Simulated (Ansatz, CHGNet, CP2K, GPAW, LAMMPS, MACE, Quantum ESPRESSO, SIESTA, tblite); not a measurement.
# Which run comes nearest? Glassy 68GeO2-32ZnO (mol %) (91 atoms)

Density of this cell: 4.14 g/cm³. The cell holds 91 atoms: 23 Ge, 11 Zn and 57 O. Cell: a = 10.977 Å, b = 10.977 Å, c = 10.977 Å, α = 90.0°, β = 90.0°, γ = 90.0°. 91 atoms (23 Ge, 11 Zn, 57 O) placed at random at 4 g/cm³, melted at 4000 K for 10 ps at fixed volume with the Morse and Coulomb pair potential with partial charges (Pedone, Malavasi, Menziani, Cormack and Segre, J. Phys. Chem. B 110, 11780 (2006)). Quenched from 4000 K to 300 K at 50 K/ps and fixed volume, held 10 ps at zero pressure, then minimised at fixed cell.

Geometry: as built.

The reference, a calculation:

```
method                                           : Kohn-Sham DFT, PBE, SSSP efficiency 1.3.0 pseudopotentials, plane waves (Quantum ESPRESSO 7.5); sssp-pbe-1.3.0-efficiency, cutoffs 60/480 Ry, Γ point
r.m.s. force component                           : 0.8916 eV/Å
longest force                                    : 2.508 eV/Å
pressure                                         : 6.047 GPa
gap (highest filled to lowest empty level) : 1.253 eV
time                                             : 4.5 min on 4 MPI ranks of Arm Neoverse V2, shared host
CPU time                                         : 18 min
```

**Question.** The same geometry is run in other programs. How far does each lie from the reference, and what does it cost?
- GPAW PBE, LCAO sz(dzp), h 0.18 Å (GPAW 26.7.0; 1 thread)
- MACE MP-0b2 small potential (MACE MP-0b2 small; 1 thread)
- CP2K PBE, SZV-MOLOPT-SR, 800/50 Ry, SIGN filter 1e-06, SCF 1e-06 (CP2K 2026.2; 2 threads)
- SIESTA PBEsol, DZP, shift 0.01 Ry, mesh 500 Ry (SIESTA 5.4.2; 2 MPI ranks)
- CP2K GFN1-xTB, OT DIIS (CP2K 2026.2; 1 thread)
- GPAW PBE, LCAO dzp, h 0.18 Å (GPAW 26.7.0; 1 thread)
- CP2K PBE, DZVP-MOLOPT-SR, 800/50 Ry, OT DIIS (CP2K 2026.2; 4 MPI ranks)
- tblite GFN1-xTB (tblite 0.8.0; 1 thread)
- CP2K PBE, SZV-MOLOPT-SR, 800/50 Ry, SIGN filter 1e-07, SCF 1e-07 (CP2K 2026.2; 2 threads)
- GPAW PBE, LCAO szp(dzp), h 0.18 Å (GPAW 26.7.0; 1 thread)

Differences are against the plane-wave reference, forces as r.m.s. over components; share is that over the reference's r.m.s. force, slope the least-squares factor from reference forces to these. Total energies of different programs have different zeros and aren't compared.

```
                                                                      run  Δ force, r.m.s. (meV/Å)  share (%)  slope  Δ pressure (GPa)  Δ gap (eV)  cores  CPU time  memory (GiB)
                                                                reference                        -          -      -                 -           -      4    18 min           4.4
                                GPAW PBE, LCAO sz(dzp), h 0.18 Å (coarse)                      650       72.9  1.499                 -      -0.648      1      50 s           1.3
                                              MACE MP-0b2 small potential                      112       12.6  0.965             0.398           -      1     5.5 s          0.67
CP2K PBE, SZV-MOLOPT-SR, 800/50 Ry, SIGN filter 1e-06, SCF 1e-06 (coarse)                      480       53.9  1.412              9.24           -      2   3.2 min           2.5
                           SIESTA PBEsol, DZP, shift 0.01 Ry, mesh 500 Ry                      331       37.1  1.293             0.420      -0.262      2     5 min             2
                                                   CP2K GFN1-xTB, OT DIIS                      493       55.3  0.639             -9.91           -      1      10 s          0.48
                                             GPAW PBE, LCAO dzp, h 0.18 Å                      477       53.5  1.400                 -      -0.164      1   2.2 min           1.6
                             CP2K PBE, DZVP-MOLOPT-SR, 800/50 Ry, OT DIIS                     72.1       8.09  1.030             0.885      -0.136      4    11 min           4.8
                                                          tblite GFN1-xTB                      639       71.7  0.368             -2.86           -      1     4.5 s          0.12
CP2K PBE, SZV-MOLOPT-SR, 800/50 Ry, SIGN filter 1e-07, SCF 1e-07 (coarse)                      484       54.3  1.413              9.19           -      2   5.2 min           2.5
                               GPAW PBE, LCAO szp(dzp), h 0.18 Å (coarse)                      534       59.9  1.498                 -      -0.344      1   1.7 min           1.6
```

Rows marked coarse were listed beforehand as settings not expected to be converged; some can still land near the reference.

Times of the machine-learned potentials are mostly Python's start and the loading of weights.

CPU time is summed over cores on a shared host, where runs went side by side, so it is rough. Symmetry, cutoffs, thresholds, outputs and thread counts weren't matched or tuned between programs; memory under MPI is the largest rank's times the ranks.

The PBE runs in local orbitals, coarse settings apart, differ by 8.1 % (CP2K PBE, DZVP-MOLOPT-SR, 800/50 Ry, OT DIIS) to 54 % (GPAW PBE, LCAO dzp, h 0.18 Å); basis, grid and potentials can all enter. Tight binding differs by 55 % (CP2K GFN1-xTB, OT DIIS) to 72 % (tblite GFN1-xTB); it is another model, with fitted parameters of its own, and the xTB methods hold dispersion. Machine-learned potentials differ by 13 % (MACE MP-0b2 small potential); they were trained on other programs' data. Rows with another functional or a dispersion term differ by 37 % (SIESTA PBEsol, DZP, shift 0.01 Ry, mesh 500 Ry), which mixes the change of model with differences of basis and potentials. Periodic xTB results under one method name differ between programs and library versions. Machine-learned potentials mimic data converged in k, so the reference's own k-point error enters their differences. The network of bonds at the start is that of the classical potential that made the cell, and needn't be the one that DFT or experiment would give. The electronic-structure runs sample only Γ, in a cell whose shortest periodic width is 11 Å.

[Logs are printed without paths, hosts, clocks, repeated set-up lines and the standing remarks that a program may print on its own settings, such as how far it seeks lower states.]

[Hosts, paths, dates, database ids (printed as entryN), source tags and the programs' standing remarks are cut or masked in the printed files.]
